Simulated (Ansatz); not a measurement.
**Aqueous N(CH3)4+ and triflate, 2.8 mol of salt per kg of water at 300 K (85 atoms): a short ab initio trajectory**

Aim: follow aqueous N(CH3)4+ and triflate, 2.8 mol of salt per kg of water at 300 K (85 atoms) for a short time with forces from DFT, then look at structure and electrons in the last frame.

Main program and level: Ansatz 0.2.0; Kohn-Sham DFT, RPBE+D4, PAW (set soft_2), plane waves.

### Step 1. The starting structure

The cell holds 85 atoms: 5 C, 1 N, 52 H, 23 O, 1 S and 3 F. Its edges and angles: a = 9.548 Å, b = 9.548 Å, c = 9.548 Å, α = 90.0°, β = 90.0°, γ = 90.0°. 20 H2O, 1 N(CH3)4+, 1 triflate placed at random, at 1.11 g/cm³; overlaps pushed apart, then 10 ps at 420 K with MMFF94 bonds, angles, torsions, charges and radii (Halgren, J. Comput. Chem. 17, 490 (1996)) in harmonic and 12-6 forms; SPC/E water (Berendsen, Grigera and Straatsma, J. Phys. Chem. 91, 6269 (1987)). Snapshot after 20 ps at 300 K and fixed volume.

What the set-up can't give: The network of contacts between molecules at the start is that of the classical potential that made the cell. The density was typed from a rule of thumb and may lie off the real one at this temperature. Only the Γ point is sampled, in a cell whose shortest periodic width is 10 Å.

### Step 2. Single point at the start

The forces at the start show how far the geometry lies from a minimum of this functional.

File input.yaml:

```yaml
crystal:
  lattice:
    - [9.54848, 0.0, 0.0]
    - [0.0, 9.54848, 0.0]
    - [0.0, 0.0, 9.54848]
  atoms:
    - { symbol: C, position: [0.47267, 0.71626, 0.41516] }
    - { symbol: "N", position: [0.53159, 0.69422, 0.5592] }
    - { symbol: C, position: [0.56577, 0.54428, 0.57309] }
    - { symbol: C, position: [0.41639, 0.7233, 0.66362] }
    [... 75 atom lines left out ...]
    - { symbol: O, position: [0.48117, 0.63511, 0.03555] }
    - { symbol: H, position: [0.45391, 0.73602, 0.02897] }
    - { symbol: H, position: [0.5756, 0.6273, 0.08016] }
    - { symbol: O, position: [0.98717, 0.74097, 0.66602] }
    - { symbol: H, position: [0.95242, 0.6512, 0.70726] }
    - { symbol: H, position: [0.02479, 0.723, 0.56995] }
kpoints:
  mp_grid: { grid: [1, 1, 1] }
hamiltonian:
  xc: rpbe
  dispersion: d4
scf:
  occupations: { method: fixed }
output:
  forces: true
```

Started as:

```sh
> ansatz run input.yaml --threads 4 --pin off --max-ram 8192MiB --backend cpu --events-out ev --progress --plain --runs-dir out
```

Wall time 5.3 s (4 threads of Arm Neoverse V2, shared host); peak memory 0.85 GiB; 19 s of CPU time.

Read from the output:

```yaml
free_energy: -18919.3668 eV
free_energy_per_atom: -222.5808 eV/atom
scf_cycles: 9
r_m_s_force_component: 0.681 eV/Å
longest_force: 4.778 eV/Å
fermi_energy: -1.511 eV
```

The r.m.s. force component of 0.68 eV/Å sets the starting point.

Neighbours are counted within 1.21 Å (H-O), 1.34 Å (H-C), 1.88 Å (O-S), 1.62 Å (C-F), 1.79 Å (C-N), 2.21 Å (C-S).

Length of the force by element and coordination:

| element | coordination | atoms | mean length of the force (eV/Å) | spread | least | most |
| --- | --- | --- | --- | --- | --- | --- |
| C | all | 5 | 1.91 | 1.54 | 0.516 | 4.78 |
| F | all | 3 | 1.50 | 0.0989 | 1.40 | 1.63 |
| H | all | 52 | 1.00 | 0.388 | 0.187 | 1.70 |
| N | all | 1 | 0.984 | 0 | 0.984 | 0.984 |
| O | all | 23 | 0.761 | 0.252 | 0.320 | 1.56 |
| O | 1 | 3 | 1.06 | 0.379 | 0.640 | 1.56 |
| O | 2 | 20 | 0.716 | 0.189 | 0.320 | 1.15 |
| S | all | 1 | 2.36 | 0 | 2.36 | 2.36 |

### Step 3. Dynamics at 300 K

A Nosé–Hoover thermostat steers the temperature while disturbing the dynamics little. The time step is 0.5 fs, short enough for the stretching of bonds to hydrogen.

input.yaml, as its differences from that of step 2:

```diff
@@ -16 +16,8 @@
   forces: true
+md:
+  timestep: 0.5
+  n_steps: 1090
+  ensemble: nvt_nose_hoover
+  temperature: 300
+  initial_velocities: maxwell_boltzmann
+  seed: 1793
```

Wall time 43 min (4 threads); peak memory 0.85 GiB.

The run stopped at its limit before the end that the input asks for; the steps made so far are sound.

Rows from the run:

| time (fs) | T (K) | potential (meV/atom) | conserved (meV/atom) |
| --- | --- | --- | --- |
| 0.0 | 300 | 0.0 | 0.00 |
| 25.0 | 363 | -8.1 | -0.01 |
| 50.0 | 369 | -10.1 | -0.03 |
| 75.0 | 341 | -8.8 | 0.00 |
| 99.5 | 329 | -10.3 | -0.05 |
| 124.5 | 294 | -8.1 | 0.01 |
| 149.5 | 292 | -9.4 | -0.05 |
| 174.5 | 329 | -15.0 | -0.07 |
| 199.5 | 270 | -8.1 | -0.04 |
| 224.5 | 303 | -12.3 | -0.08 |
| 249.5 | 280 | -9.3 | -0.03 |
| 274.5 | 294 | -10.8 | -0.03 |
| 299.0 | 299 | -11.4 | -0.07 |
| 324.0 | 308 | -12.2 | -0.04 |
| 349.0 | 321 | -13.7 | -0.04 |
| 374.0 | 334 | -15.6 | -0.08 |

Mean square displacement from the first frame to the last: C 0.20 Å², N 0.038 Å², H 1.6 Å², O 1.4 Å², S 0.34 Å², F 0.54 Å².

Table of mean square displacement by time lag:

| time lag (fs) | C (Å²) | F (Å²) | H (Å²) | N (Å²) | O (Å²) | S (Å²) |
| --- | --- | --- | --- | --- | --- | --- |
| 0.5 | 1.6e-5 | 1.3e-5 | 1.7e-4 | 1.3e-5 | 1.7e-5 | 8.4e-6 |
| 16.0 | 0.00953 | 0.0107 | 0.0795 | 0.00700 | 0.0151 | 0.00665 |
| 23.5 | 0.0147 | 0.0186 | 0.128 | 0.00929 | 0.0310 | 0.0124 |
| 39.0 | 0.0278 | 0.0354 | 0.205 | 0.0144 | 0.0771 | 0.0301 |
| 54.5 | 0.0402 | 0.0595 | 0.252 | 0.0210 | 0.137 | 0.0549 |
| 70.0 | 0.0530 | 0.0905 | 0.295 | 0.0242 | 0.203 | 0.0879 |
| 78.0 | 0.0606 | 0.106 | 0.321 | 0.0287 | 0.238 | 0.106 |
| 93.5 | 0.0785 | 0.139 | 0.377 | 0.0410 | 0.308 | 0.145 |
| 109.0 | 0.101 | 0.180 | 0.439 | 0.0487 | 0.376 | 0.188 |
| 117.0 | 0.111 | 0.202 | 0.467 | 0.0541 | 0.411 | 0.212 |
| 132.5 | 0.129 | 0.242 | 0.526 | 0.0573 | 0.474 | 0.262 |
| 148.0 | 0.143 | 0.287 | 0.583 | 0.0577 | 0.532 | 0.309 |
| 163.5 | 0.159 | 0.335 | 0.640 | 0.0618 | 0.584 | 0.352 |
| 171.0 | 0.166 | 0.356 | 0.670 | 0.0618 | 0.608 | 0.371 |
| 187.0 | 0.181 | 0.403 | 0.719 | 0.0626 | 0.655 | 0.409 |

The drift taken off is the plain mean over atoms, not the centre of mass, so with hydrogen in the cell the heavy atoms' values at short lags are too large.

Over the second half of 374 fs the temperature averages 299 K, rising from about 279 to 317 K (means over the first and last quarter of that half). The conserved energy stays within 0.10 meV/atom. From first frame to last H has the largest mean square displacement, 1.6 Å² at the end; the farthest move is 3.09 Å. The run spans 0.37 ps, too short for its means to be equilibrium values.

### Step 4. Local order late in the run

The g(r) is a mean over the second half; what follows it is taken at the last frame.

Bonds before and after, by the cutoffs listed below:

| pair | bonds before | bonds after | mean before (Å) | mean after (Å) | spread before (Å) | spread after (Å) |
| --- | --- | --- | --- | --- | --- | --- |
| H-O | 40 | 40 | 1.000 | 0.981 | 0.000 | 0.021 |
| H-C | 12 | 12 | 1.100 | 1.095 | 0.020 | 0.022 |
| O-S | 3 | 3 | 1.451 | 1.459 | 0.010 | 0.010 |
| C-F | 3 | 3 | 1.363 | 1.326 | 0.025 | 0.014 |
| C-N | 4 | 4 | 1.508 | 1.524 | 0.027 | 0.038 |
| C-S | 1 | 1 | 1.802 | 1.844 | 0.000 | 0.000 |

Density 1.11 g/cm³, 10.24 Å³ an atom.

Mean of 14 frames. g(r), total and by pair (bins of 0.2 Å):

| r (Å) | total | H-H | H-O | H-C | H-F | H-N | H-S |
| --- | --- | --- | --- | --- | --- | --- | --- |
| 0.90 | 3.23 | 0.00 | 9.75 | 0.00 | 0.00 | 0.00 | 0.00 |
| 1.10 | 1.72 | 0.00 | 2.28 | 13.41 | 0.00 | 0.00 | 0.00 |
| 1.30 | 0.15 | 0.00 | 0.00 | 0.00 | 0.00 | 0.00 | 0.00 |
| 1.50 | 1.01 | 1.82 | 0.08 | 0.00 | 0.00 | 0.00 | 0.00 |
| 1.70 | 0.55 | 0.86 | 0.70 | 0.00 | 0.00 | 0.00 | 0.00 |
| 1.90 | 0.53 | 0.50 | 0.94 | 0.00 | 0.00 | 0.00 | 0.00 |
| 2.10 | 0.67 | 0.64 | 0.49 | 0.00 | 0.00 | 16.35 | 0.00 |
| 2.30 | 0.69 | 1.22 | 0.46 | 0.10 | 0.23 | 1.54 | 0.00 |
| 2.50 | 0.97 | 1.43 | 0.51 | 1.18 | 0.35 | 0.00 | 0.29 |
| 2.70 | 1.02 | 1.05 | 0.53 | 2.77 | 0.61 | 0.00 | 1.09 |
| 2.90 | 0.89 | 0.82 | 0.86 | 0.80 | 1.08 | 0.00 | 0.63 |
| 3.10 | 1.03 | 0.90 | 1.33 | 0.52 | 0.78 | 0.00 | 1.16 |
| 3.30 | 1.11 | 0.85 | 1.42 | 1.52 | 1.06 | 0.04 | 0.56 |
| 3.50 | 1.08 | 1.03 | 1.19 | 1.68 | 0.97 | 0.15 | 0.72 |
| 3.70 | 1.10 | 1.27 | 1.02 | 0.98 | 0.84 | 0.41 | 1.12 |
| 3.90 | 1.04 | 1.04 | 1.03 | 0.97 | 0.88 | 0.91 | 1.48 |
| 4.10 | 1.01 | 1.10 | 0.92 | 0.89 | 0.76 | 1.41 | 1.32 |
| 4.30 | 1.00 | 1.01 | 0.97 | 1.04 | 1.03 | 2.04 | 0.95 |
| 4.50 | 0.99 | 0.93 | 0.96 | 0.94 | 1.32 | 1.74 | 1.38 |
| 4.70 | 0.98 | 0.93 | 0.94 | 0.84 | 1.33 | 1.23 | 1.25 |

Bonds by pair of elements; cutoffs follow the first minimum of g(r), held within bounds set by covalent radii, and pairs that aren't listed don't count as bonded:

| pair A-B | cutoff (Å) | bonds | mean length (Å) | spread (Å) | shortest (Å) | B about A | A about B |
| --- | --- | --- | --- | --- | --- | --- | --- |
| H-O | 1.21 | 40 | 0.981 | 0.021 | 0.942 | 0.769 | 1.74 |
| H-C | 1.34 | 12 | 1.09 | 0.022 | 1.05 | 0.231 | 2.4 |
| O-S | 1.93 | 3 | 1.46 | 0.01 | 1.45 | 0.13 | 3 |
| C-F | 1.62 | 3 | 1.33 | 0.014 | 1.31 | 0.6 | 1 |
| C-N | 1.79 | 4 | 1.52 | 0.038 | 1.47 | 0.8 | 4 |
| C-S | 2.21 | 1 | 1.84 | 0 | 1.84 | 0.2 | 1 |

How many atoms have how many bonded neighbours:

| element | mean | 1 | 2 | 4 |
| --- | --- | --- | --- | --- |
| C | 4 | 0 | 0 | 5 |
| F | 1 | 3 | 0 | 0 |
| H | 1 | 52 | 0 | 0 |
| N | 4 | 0 | 0 | 1 |
| O | 1.87 | 3 | 20 | 0 |
| S | 4 | 0 | 0 | 1 |

Bond angles (no mean is given where the spread exceeds 20°):

| angle | count | mean (°) | spread (°) |
| --- | --- | --- | --- |
| H-O-H | 20 | 105 | 4.6 |
| H-C-H | 12 | 112 | 3.2 |
| H-C-N | 12 | 107 | 3.7 |
| C-N-C | 6 | 110 | 4.6 |
| F-C-F | 3 | 109 | 0.4 |

Hydrogen bonds between water molecules (O–O under 3.5 Å, H–O···O angle under 30°):

| hydrogen bonds to other water | molecules |
| --- | --- |
| 0 | 0 |
| 1 | 1 |
| 2 | 4 |
| 3 | 9 |
| 4 | 6 |

Bond length by coordination (bonds to H left out):

| element | coordination | atoms | mean bond length (Å) |
| --- | --- | --- | --- |
| O | 1 | 3 | 1.46 |

By these cutoffs all C atoms have 4, all F atoms have 1, all H atoms have 1 and all N atoms have 4 bonded neighbours. The H-O-H angle averages 105° with a spread of 5°. The 20 water molecules hold 3 hydrogen bonds each to other water on average, with a mean O–O distance of 2.93 Å.

### Step 5. Outcome

* mean temperature, second half: 298.8 K
* temperature swing, second half: 19.73 K
* slope of the conserved energy against time, by least squares: -0.083 meV/atom/ps
* wall time of the 2 DFT runs: 43 min

In words: Over the second half of 374 fs the temperature averages 299 K, rising from about 279 to 317 K (means over the first and last quarter of that half). The conserved energy stays within 0.10 meV/atom. The run spans 0.37 ps, too short for its means to be equilibrium values. Counting bonds as in the table, all C atoms have 4, all F atoms have 1, all H atoms have 1 and all N atoms have 4 bonded neighbours. The 20 water molecules hold 3 hydrogen bonds each to other water on average, with a mean O–O distance of 2.93 Å.

Caveats: The force components of 0.68 eV/Å r.m.s. come partly from thermal motion and partly from the difference between the classical potential and DFT, above all in bond lengths inside molecules. The network of contacts between molecules at the start is that of the classical potential that made the cell; DFT moved the atoms only locally, and no bond changed.

[Logs are printed without paths, hosts, clocks, repeated set-up lines and the standing remarks that a program may print on its own settings, such as how far it seeks lower states.]

[Hosts, paths, dates, database ids (printed as entryN), source tags and the programs' standing remarks are cut or masked in the printed files.]

[The MMFF94 radii named for the starting cell were scaled by 0.96; in molecules described by MMFF94, hydrogen bound to N, O or S took a small fixed 12-6 site in their place.]
